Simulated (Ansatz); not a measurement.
## Preparing K2NaCl3 (P-3m1) as a host crystal

Before any defect goes in: K2NaCl3 (P-3m1) at rest, and how it screens a charge.

Program: Ansatz 0.2.0. Level of theory: plane-wave PAW DFT, PBEsol; relaxation of the host's cell and atoms, in the first sound run; inputs show where later runs differ. Results are calculated unless marked as measured.

## Step 1: The structure

The structure is trigonal, space group P-3m1 (No. 164). The conventional cell has a = 4.274 Å, b = 4.274 Å, c = 10.571 Å, α = 90.00°, β = 90.00°, γ = 120.00°. K has 6 Cl at 3.10 to 3.11 Å nearest. Nearest to Na lie 6 Cl at 2.89 Å. Nearest to Cl lie 3 Na at 2.89 Å and 3 K at 3.10 Å. Cl has 6 K at 3.11 Å nearest. Farther neighbours and most contacts between anions are not listed.

## Step 2: Host cell relaxation

Cell and atoms are relaxed together, until forces and stress fall under their thresholds.

cell/input.yaml reads:

```yaml
crystal:
  lattice:
    - [4.2739726, 0.0, 0.0]
    - [-2.1369863, 3.7013689, 0.0]
    - [0.0, 0.0, 10.5706741]
  atoms:
    - { symbol: K, position: [0.33333333, 0.66666667, 0.67902339] }
    - { symbol: K, position: [0.66666667, 0.33333333, 0.32097661] }
    - { symbol: Na, position: [0.0, 0.0, 0.0] }
    - { symbol: Cl, position: [0.33333333, 0.66666667, 0.1429916] }
    - { symbol: Cl, position: [0.66666667, 0.33333333, 0.8570084] }
    - { symbol: Cl, position: [0.0, 0.0, 0.5] }
basis:
  ecutwfc: 420
  xc_grid: 2
hamiltonian:
  xc: pbesol
kpoints:
  mp_grid: { grid: [8, 8, 3] }
scf:
  occupations: { method: fixed }
  max_iter: 100
relax:
  f_tol: 0.005
  max_steps: 60
  cell: {}
output:
  forces: true
  stress: true
checkpoint:
  write: "../cell.run"
  compress: false
  write_wavefunctions: false
  write_every: 100000
```

Command:

```bash
ansatz run input.yaml --threads 4 --pin off --max-ram 7536MiB --backend cpu --events-out ev --progress --plain --runs-dir out
```

Numbers of over 12 decimals in the logs are rounded to 6 here.

The log of the run:

```text
[... repeated set-up lines and file paths are left out, and long positions are rounded to six places ...]
Engine: ansatz 0.2.0, x86_64-unknown-linux-gnu
Pseudopotentials: kind: paw
Pseudopotential: K, paw, valence charge 9, recommended cutoff 420 eV (normal), K.paw.azcp
Pseudopotential: Na, paw, valence charge 9, recommended cutoff 420 eV (normal), Na.paw.azcp
Pseudopotential: Cl, paw, valence charge 7, recommended cutoff 420 eV (normal), Cl.paw.azcp
Functional definition: PBEsol
  exchange = pbesol_x
  correlation = pbesol_c
Crystal: 6 atoms, lattice volume = 167.223 Å³
Basis set: ecut = 420 eV, 3245 PW (Γ), exchange–correlation on 60×60×144 points (8 copies of the dense FFT grid, shifted against one another)
Bands: 30, of which v1, the nominal top of the filled ones, is band 24 counted from 1 (23 counted from 0)
Symmetry: 12 space group operations
Space group: P-3m1 (ITA 164), of the structure as read, at distance tolerance 5.5e-5 Å
k-points: 25 of 192
Non-local potential: K, projectors of the file, l = 0: 3, l = 1: 2, l = 2: 2
Non-local potential: Na, projectors of the file, l = 0: 3, l = 1: 2, l = 2: 1
Non-local potential: Cl, projectors of the file, l = 0: 2, l = 1: 2, l = 2: 2
PAW form: soft (Blöchl's): semilocal exchange-correlation on the pseudo side does not see the compensation charge
PAW frozen core: K, regenerated for the run's functional, and the local potential with it (the file was generated under x = pbe(κ = 0.804, μ = 0.219515), c = pbe(β = 0.066725))
PAW frozen core: Na, regenerated for the run's functional, and the local potential with it (the file was generated under x = pbe(κ = 0.804, μ = 0.219515), c = pbe(β = 0.066725))
PAW frozen core: Cl, regenerated for the run's functional, and the local potential with it (the file was generated under x = pbe(κ = 0.804, μ = 0.219515), c = pbe(β = 0.066725))
PAW one-centre angular grid: K, 110 points (default); XC on 64 Gauss nodes
PAW one-centre angular grid: Na, 110 points (default); XC on 64 Gauss nodes
PAW one-centre angular grid: Cl, 110 points (default); XC on 64 Gauss nodes
Initial density: superposition of atomic densities (neutral atoms: chi_scale 0, normalization atom), corrected by the library's trained network
Initial wavefunctions: pseudopotential atomic-orbital guess
Functional: x = pbesol(κ = 0.804, μ = 0.123457), c = pbesol(β = 0.046)
SCF iter   1: F=—  HF=-7701.691701 eV  |F-HF|=—  |Δ(HF+E_count)|=         —  Δρ=3.42e-3  dr2=2.84e-2  ethr=1.77e-3  ⟨swp⟩=4.9  Hψ=2797  notcnv=0  defer=93
preconditioner: auto → Resta (q_TF=auto, 2.216 Å⁻¹)  ε∞=2.6  [insulator: Δε(μ)=4.870 eV  Ē_g=13.551 eV  n_scr=36 (ndim 8)  ℏωp=17.2 eV  f_vac=0.069  ε∞_Penn≈2.6]
SCF iter   2: F=—  HF=-7701.680157 eV  |F-HF|=—  |Δ(HF+E_count)|=   1.15e-2  Δρ=1.24e-3  dr2=3.49e-3  ethr=5.92e-5  ⟨swp⟩=2.4  Hψ=1327  notcnv=0  defer=100
SCF iter   3: F=—  HF=-7701.679361 eV  |F-HF|=—  |Δ(HF+E_count)|=   7.96e-4  Δρ=3.76e-4  dr2=2.81e-4  ethr=7.28e-6  ⟨swp⟩=2.6  Hψ=1196  notcnv=0  defer=75
automatic band count: iteration 3 solves 29 bands in place of 30: the levels show a gap, and the empty bands left out lie too high to hold charge; the band table lists the bands solved (type scf.n_extra_bands for more)
SCF iter   4: F=—  HF=-7701.679396 eV  |F-HF|=—  |Δ(HF+E_count)|=   3.49e-5  Δρ=1.21e-4  dr2=2.70e-5  ethr=5.86e-7  ⟨swp⟩=2.5  Hψ=1235  notcnv=0  defer=75
SCF iter   5: F=—  HF=-7701.679384 eV  |F-HF|=—  |Δ(HF+E_count)|=   1.22e-5  Δρ=3.94e-5  dr2=2.38e-6  ethr=5.64e-8  ⟨swp⟩=2.0  Hψ=1323  notcnv=0  defer=40
SCF iter   6: F=—  HF=-7701.679386 eV  |F-HF|=—  |Δ(HF+E_count)|=   2.81e-6  Δρ=1.04e-5  dr2=1.62e-7  ethr=4.95e-9  ⟨swp⟩=2.0  Hψ=1280  notcnv=0  defer=44
SCF iter   7: F=-7701.679386 eV  HF=-7701.679386 eV  |F-HF|=1.17e-8  |Δ(HF+E_count)|=   2.68e-8  Δρ=2.70e-6  dr2=9.04e-9  ethr=2.08e-10  ⟨swp⟩=4.0  Hψ=2250  notcnv=0
SCF 1 converged in 7 iterations: F = -7701.679386 eV  dr2 = 9.04e-9
  greatest PAW one-centre occupation: 0.999 electrons in one spin orbital (limit 2), on the Na atom at site 2 (counted from 0), in its partial waves of l = 0
relax step   1: F+E_penalty+E_count = -7701.67938648 eV  Δ(F+E_penalty+E_count) = +0.000e0 eV  max|allowed force component| = 2.788e-2 eV/Å  Δτ_max = 0.0000 Å  P = -0.331 GPa  Ω = 167.223 Å³  (7 SCF iters, dr2 threshold 1.00e-7 eV, accepted)
[... the SCF cycles and remarks between the steps are left out from here to the last step ...]
relax step   2: F+E_penalty+E_count = -7701.68245922 eV  Δ(F+E_penalty+E_count) = -3.073e-3 eV  max|allowed force component| = 4.884e-3 eV/Å  Δτ_max = 0.0157 Å  P = -0.123 GPa  Ω = 165.564 Å³  energy of the carried Pulay correction = +1.131e-5 eV  (5 SCF iters, dr2 threshold 3.05e-7 eV, accepted)
relax step   3: F+E_penalty+E_count = -7701.68287064 eV  Δ(F+E_penalty+E_count) = -4.114e-4 eV  max|allowed force component| = 4.215e-3 eV/Å  Δτ_max = 0.0025 Å  P = -0.002 GPa  Ω = 164.568 Å³  energy of the carried Pulay correction = +1.815e-5 eV  (5 SCF iters, dr2 threshold 3.91e-8 eV, accepted)
Initial wavefunctions: pseudopotential atomic-orbital guess (no wavefunctions were taken with the density)
iter 1 solved again at ethr=1.46e-7 eV; its pass at ethr=3.10e-3 eV (dr2=6.99e-5 eV) is discarded
SCF iter   1: F=—  HF=-7701.682871 eV  |F-HF|=—  |Δ(HF+E_count)|=         —  Δρ=4.12e-6  dr2=1.32e-8  ethr=1.46e-7  ⟨swp⟩=3.4  Hψ=4738  notcnv=0  defer=100
eigensolver tolerance schedule: the retry pair's looser diagonalisation over-reported the residual by 5315.11 of it (diagonalisation noise at 0.33 of the residual, at the tolerance the schedule requests for it); [...]
SCF iter   2: F=—  HF=-7701.682855 eV  |F-HF|=—  |Δ(HF+E_count)|=   1.61e-5  Δρ=2.10e-6  dr2=4.88e-9  ethr=2.74e-11  ⟨swp⟩=2.9  Hψ=1502  notcnv=0  defer=92
SCF iter   3: F=—  HF=-7701.682855 eV  |F-HF|=—  |Δ(HF+E_count)|=   1.04e-8  Δρ=5.02e-7  dr2=3.66e-10  ethr=1.02e-11  ⟨swp⟩=2.6  Hψ=1203  notcnv=0  defer=92
SCF iter   4: F=-7701.682855 eV  HF=-7701.682855 eV  |F-HF|=7.19e-11  |Δ(HF+E_count)|=  9.50e-10  Δρ=1.43e-7  dr2=3.12e-11  ethr=1.00e-12  ⟨swp⟩=2.8  Hψ=2678  notcnv=0
SCF 4 converged in 4 iterations: F = -7701.682855 eV  dr2 = 3.12e-11
relax step   4: F+E_penalty+E_count = -7701.68285500 eV  Δ(F+E_penalty+E_count) = +1.564e-5 eV  max|allowed force component| = 4.219e-3 eV/Å  Δτ_max = 0.0000 Å  P = -0.002 GPa  Ω = 164.568 Å³  stress off target by 2.96e-3 GPa  SCF on the basis re-selected at this cell (its energy is not comparable with the rows above)  (4 SCF iters)
basis re-selected at this cell: Δ(F+E_penalty+E_count) = +1.564e-5 eV, ΔP = +0.000 GPa vs the last step (what re-selecting the basis moved, of the pressure what is left beyond the Pulay correction that the steps carried, after the strain that the cell walked [...]
SCF converged after 4 iterations
Free energy (F): -7701.682855 eV
Harris-Foulkes:  -7701.682855 eV  (|F-HF|=7.19e-11)
Internal energy: -7701.682855 eV  (E = F + TS)
E sigma→0 (E₀):  -7701.682855 eV
Fermi energy:    1.107124 eV
--- Per-component energies (eV) ---
  E_band       = -487.856539
  E_kinetic    = 1113.611945
  E_local      = -3225.573585  (includes V_loc(G=0)·N_el)
  E_nonlocal   = 229.623366
  E_hartree    = 1113.908176
  E_xc         = -625.057322
  E_vxc        = -743.442945  (∫ρ·V_xc dr)
  E_paw        = -3702.650558  (= ΣΔE_a)
  E_vpaw       = -89.891760  (= ΣTr[D̂ρ^β])
  E_aug_tail   = 0.000238  (compensation charges beyond the density's cutoff)
  E_ewald      = -2606.050876
  E_core_change = 0.505760  (= ΣΔE_core)
  E_smearing   = -0.000000  (= −TS)
  E_closure    = -0.000000  (closes the sum)
  Σ components = -7701.682855   (vs F -7701.682855, Δ=0.00e0)
--- Forces (eV/Å), atoms counted from 1 ---
  atom   1  K     -0.00000000     0.00000000    -0.00205561
  atom   2  K      0.00000000    -0.00000000     0.00205561
  atom   3  Na     0.00000000     0.00000000     0.00000000
  atom   4  Cl     0.00000000     0.00000000    -0.00421863
  atom   5  Cl    -0.00000000    -0.00000000     0.00421863
  atom   6  Cl     0.00000000     0.00000000     0.00000000
  max |Σ_I F_I| component: 2.24e-18 eV/Å
--- Stress (GPa, compression-positive) ---
       -0.002963       0.000000      -0.000000
        0.000000      -0.002963       0.000000
       -0.000000       0.000000       0.000989
  P = ⅓ Tr σ = -0.0016 GPa (-0.016 kbar)
--- Relaxed structure (3 steps of the walk, 3 accepted, 1 SCFs on fresh bases) ---
  F+E_penalty+E_count = -7701.68285500 eV   max|allowed force component| = 4.219e-3 eV/Å   (the final SCF, on the basis selected at the relaxed cell)
  cell:  # Å, volume = 164.5678 Å³
    - [4.251410, 0, -5.070445445902068e-18]
    - [-2.125705, 3.681829, 2.5352227229510302e-18]
    - [-1.254056377534973e-17, 0, 10.513523]
  atoms:
    - { symbol: K, position: [0.333333, 0.666667, 0.677780] }
    - { symbol: K, position: [0.666667, 0.333333, 0.322220] }
    - { symbol: Na, position: [0, 0, 0.0] }
    - { symbol: Cl, position: [0.333333, 0.666667, 0.144267] }
    - { symbol: Cl, position: [0.666667, 0.333333, 0.855733] }
    - { symbol: Cl, position: [0, 0, 0.500000] }
```

Elapsed: 4.8 s, on 4 threads of AMD EPYC 7R32 (Zen 2), shared host; peak memory 0.56 GiB; 17 s of CPU time.

Relaxation path:

```tsv
step	energy less that of the first step (eV)	largest force component (eV/Å)	pressure (GPa)	volume (Å³)
1	0.0000	0.0279	-0.33	167.22
2	-0.0031	0.0049	-0.12	165.56
3	-0.0035	0.0042	0.00	164.57
4*	-0.0035	0.0042	0.00	164.57
```

Relaxation steps marked * repeat the geometry before them on a plane-wave basis chosen anew for their cell, so energy and pressure can jump there.

Forces are held to the 12 operations that the run works with; a distortion that breaks them can't arise in this run.

```tsv
conventional cell, symmetrised	before	after	change
a (Å)	4.274	4.251	-0.5 %
b (Å)	4.274	4.251	-0.5 %
c (Å)	10.571	10.514	-0.5 %
volume (Å³/atom)	27.87	27.43	-1.6 %
```

The atoms that moved most (Å, as changes of fractional coordinates times the final cell):

```tsv
atom	dx	dy	dz	length
Cl5	0.000	0.000	-0.013	0.013
Cl4	0.000	0.000	0.013	0.013
K1	0.000	0.000	-0.013	0.013
K2	0.000	0.000	0.013	0.013
```

Final coordinates:

```xyz
6
Lattice="4.2514 0.0000 0.0000 -2.1257 3.6818 0.0000 0.0000 0.0000 10.5135" Properties=species:S:1:pos:R:3 pbc="T T T"
K     0.0000    2.4546    7.1259
K     2.1257    1.2273    3.3877
Na    0.0000    0.0000    0.0000
Cl    0.0000    2.4546    1.5168
Cl    2.1257    1.2273    8.9968
Cl    0.0000    0.0000    5.2568
```

Numbers from this step:

```yaml
pressure: -0.001646 GPa
```

The relaxation ends with a largest force component of 0.0042 eV/Å and a pressure of 0.00 GPa.

## Step 3: Dielectric tensors of the host

The response to a uniform electric field gives the electronic dielectric tensor.

This step: plane-wave PAW DFPT, PBEsol; dielectric tensors, Born charges and zone-centre modes of the host (Ansatz 0.2.0).

eps/input.yaml reads:

```yaml
crystal:
  lattice:
    - [4.2514095204, 0.0, 0.0]
    - [-2.1257047602, 3.6818286466, 0.0]
    - [0.0, 0.0, 10.5135233324]
  atoms:
    - { symbol: K, position: [0.3333333333, 0.6666666667, 0.6777803937] }
    - { symbol: K, position: [0.6666666667, 0.3333333333, 0.3222196063] }
    - { symbol: Na, position: [0.0, 0.0, 0.0] }
    - { symbol: Cl, position: [0.3333333333, 0.6666666667, 0.1442666476] }
    - { symbol: Cl, position: [0.6666666667, 0.3333333333, 0.8557333524] }
    - { symbol: Cl, position: [0.0, 0.0, 0.5] }
basis:
  ecutwfc: 420
hamiltonian:
  xc: pbesol
kpoints:
  mp_grid: { grid: [7, 7, 3] }
scf:
  occupations: { method: fixed }
  max_iter: 100
phonons:
  method: dfpt
  dielectric: true
  rigid_motions: translations
```

The log of the run:

```text
[...]
Crystal: 6 atoms, lattice volume = 164.568 Å³
Basis set: ecut = 420 eV, 3185 PW (Γ), exchange–correlation on 60×60×144 points (8 copies of the dense FFT grid, shifted against one another)
Bands: 30, of which v1, the nominal top of the filled ones, is band 24 counted from 1 (23 counted from 0)
Symmetry: 12 space group operations
k-points: 44 of 147 (irreducible under 2 space group operations, time reversal used)
[...]
SCF iter   1: F=—  HF=-7701.695110 eV  |F-HF|=—  |Δ(HF+E_count)|=         —  Δρ=3.47e-3  dr2=2.84e-2  ethr=1.77e-3  ⟨swp⟩=4.8  Hψ=4985  notcnv=0  defer=165
[...]
SCF iter  10: F=-7701.682854 eV  HF=-7701.682854 eV  |F-HF|=1.82e-12  |Δ(HF+E_count)|=  3.18e-11  Δρ=3.96e-8  dr2=3.66e-12  ethr=1.00e-12  ⟨swp⟩=5.3  Hψ=5467  notcnv=0
SCF 1 converged in 10 iterations: F = -7701.682854 eV  dr2 = 3.66e-12
[...]
NSCF: frozen V_eff on 7 k-points
DFPT response loops at Γ: preconditioner auto → Resta (q_TF=auto, 2.222 Å⁻¹)  ε∞=3.5 (no band partly filled); β = 1.00, the filter's whole step (`scf.mixing.beta` (0.50) is not read by the response loops at its default; [...]
SCF converged after 10 iterations
Free energy (F): -7701.682854 eV
[...]
Internal energy: -7701.682854 eV  (E = F + TS)
E sigma→0 (E₀):  -7701.682854 eV
Fermi energy:    1.107128 eV
[...]
--- Band table (eV; the first three rows and the last of 44) ---
[...]
[... further k-points left out ...]
--- Phonons (Γ-DFPT): 8 representative perturbations + reference, on 44 of 147 k-points (Σ response iterations 27) ---
  k mesh reduced under 2 symmetry operations, with k and −k counted as one. Each operation leaves every solved perturbation unchanged. A smaller set is not considered because the run solves the response to a homogeneous field
  ASR residual: 6.768e-5 → 0.000e0 eV/Å²; symmetrization residual: 9.033e-6 eV/Å²
  ASR residual per site (eV/Å²): 1.11e-5 1.11e-5 6.77e-5 3.56e-5 3.56e-5 1.80e-5
  Γ frequencies (cm⁻¹): 0.00 0.00 0.00 75.84 75.84 84.11 84.11 114.28 121.76 128.00 128.00 128.56 128.56 143.75 143.75 148.05 193.75 202.75
  ε∞ (high-frequency dielectric tensor):
        2.448621     0.000000     0.000000
        0.000000     2.448621     0.000000
        0.000000     0.000000     2.462781
  ε⁰ (static dielectric tensor: ions relaxed, cell fixed):
        5.790201    -0.000000     0.000000
       -0.000000     5.790201    -0.000000
        0.000000    -0.000000     5.543736
  ε⁰ − ε∞ (ionic part):
        3.341580    -0.000000     0.000000
       -0.000000     3.341580    -0.000000
        0.000000    -0.000000     3.080955
  softest optical mode at Γ: 75.84 cm⁻¹; the repairs (sum rule, projections) moved no ω² at Γ by more than (1.65 cm⁻¹)²
  Born effective charges Z* (e; rows j = field, columns β = displacement):
    site 0:
         1.09909   -0.00000    0.00000
        -0.00000    1.09909   -0.00000
         0.00000   -0.00000    1.16425
    site 1:
         1.09909   -0.00000    0.00000
        -0.00000    1.09909   -0.00000
         0.00000   -0.00000    1.16425
    site 2:
         1.14984    0.00000    0.00000
         0.00000    1.14984    0.00000
         0.00000   -0.00000    1.04932
    site 3:
        -1.12379    0.00000   -0.00000
         0.00000   -1.12379    0.00000
        -0.00000    0.00000   -1.10487
    site 4:
        -1.12379    0.00000   -0.00000
         0.00000   -1.12379    0.00000
        -0.00000    0.00000   -1.10487
    site 5:
        -1.10045    0.00000   -0.00000
         0.00000   -1.10045   -0.00000
        -0.00000   -0.00000   -1.16808
  Z* charge neutrality: 6.662e-5 e pre-enforcement
  k-mesh period / interband length: 29.8 Å / 1.24 Å = 23.98 at k = (0.0000, 0.0000, 0.0000), direct gap 4.990 eV — 14 or more, which is no proof of convergence
  optical modes at Γ without the LO–TO term, one row a degenerate level:
      ω (cm⁻¹)  modes    IR ((D/Å)²/amu)
         75.84      2             0.0000
         84.11      2             0.0146
        114.28      1             0.0000
        121.76      1             0.0744
        128.00      2             0.9901
        128.56      2             0.0000
        143.75      2             9.3639
        148.05      1             5.0933
        193.75      1             0.0000
        202.75      1             0.0138
  optical modes at Γ + LO–TO along q̂ = [1.0000, 0.0000, 0.0000]:
      ω (cm⁻¹)  modes    IR ((D/Å)²/amu)
         75.84      2             0.0000
         84.11      1             0.0073
         84.19      1             0.0008
[...]
optical modes at Γ + LO–TO along q̂ = [0.0000, 1.0000, 0.0000]:
      ω (cm⁻¹)  modes    IR ((D/Å)²/amu)
[...]
202.75      1             0.0138
        218.48      1             5.1750
  optical modes at Γ + LO–TO along q̂ = [0.0000, 0.0000, 1.0000]:
      ω (cm⁻¹)  modes    IR ((D/Å)²/amu)
         75.84      2             0.0000
         84.11      2             0.0146
        114.28      1             0.0000
        122.10      1             0.0032
        128.00      2             0.9901
        128.56      2             0.0000
        143.75      2             9.3639
        193.75      1             0.0000
        202.33      1             0.0743
        221.98      1             5.1040
```

Run time: 60 s. Hardware: 4 threads; peak memory 1.2 GiB.

Electronic dielectric tensor:

```
2.45 0.00 0.00
0.00 2.45 0.00
0.00 0.00 2.46
```

Static dielectric tensor:

```
5.79 0.00 0.00
0.00 5.79 0.00
0.00 0.00 5.54
```

The principal values of the electronic dielectric tensor are 2.45, 2.45 and 2.46. The principal values of the static dielectric tensor are 5.54, 5.79 and 5.79.

## Step 4: Primitive cell on a dense mesh

A dense mesh gives the host's converged energy, against which the supercell's sampling is tested.

This step: plane-wave PAW DFT, PBEsol; single point of the host's primitive cell on a dense mesh (Ansatz 0.2.0).

dense/input.yaml, as its differences from eps/input.yaml of step 3:

```diff
@@ -14,2 +14,3 @@
   ecutwfc: 420
+  xc_grid: 2
 hamiltonian:
@@ -17,9 +18,5 @@
 kpoints:
-  mp_grid: { grid: [7, 7, 3] }
+  mp_grid: { grid: [8, 8, 3] }
 scf:
-  occupations: { method: fixed }
-  max_iter: 100
-phonons:
-  method: dfpt
-  dielectric: true
-  rigid_motions: translations
+  occupations: { method: fermi_dirac, width: 0.01 }
+  max_iter: 80
```

The log of the run:

```text
[...]
Crystal: 6 atoms, lattice volume = 164.568 Å³
Basis set: ecut = 420 eV, 3185 PW (Γ), exchange–correlation on 60×60×144 points (8 copies of the dense FFT grid, shifted against one another)
Bands: 30, of which v1, the nominal top of the filled ones, is band 24 counted from 1 (23 counted from 0)
Symmetry: 12 space group operations
[...]
k-points: 25 of 192
[...]
SCF iter   1: F=—  HF=-7701.693642 eV  |F-HF|=—  |Δ(HF+E_count)|=         —  Δρ=3.47e-3  dr2=2.82e-2  ethr=1.77e-3  ⟨swp⟩=10.2  Hψ=3957  notcnv=0
[...]
SCF iter   6: F=-7701.682855 eV  HF=-7701.682855 eV  |F-HF|=8.98e-8  |Δ(HF+E_count)|=   1.43e-6  Δρ=7.88e-6  dr2=1.06e-7  ethr=3.43e-10  ⟨swp⟩=3.0  Hψ=1591  notcnv=0
SCF 1 converged in 6 iterations: F = -7701.682855 eV  dr2 = 1.06e-7
[...]
SCF converged after 6 iterations
Free energy (F): -7701.682855 eV
[...]
Internal energy: -7701.682855 eV  (E = F + TS)
E sigma→0 (E₀):  -7701.682855 eV
Fermi energy:    3.602983 eV
[...]
```

Run time: 1.2 s. Hardware: 4 threads; peak memory 0.52 GiB.

[end of part 1 of 3]

[Logs are printed without paths, hosts, clocks, repeated set-up lines and the standing remarks that a program may print on its own settings, such as how far it seeks lower states.]

[Hosts, paths, dates, database ids (printed as entryN), source tags and the programs' standing remarks are cut or masked in the printed files.]

[Runs of the host that timed out are not shown.]

[For some hosts the program warned that the k-mesh of the response run may be too coarse for force constants and the static dielectric constant; such warnings are not always shown.]
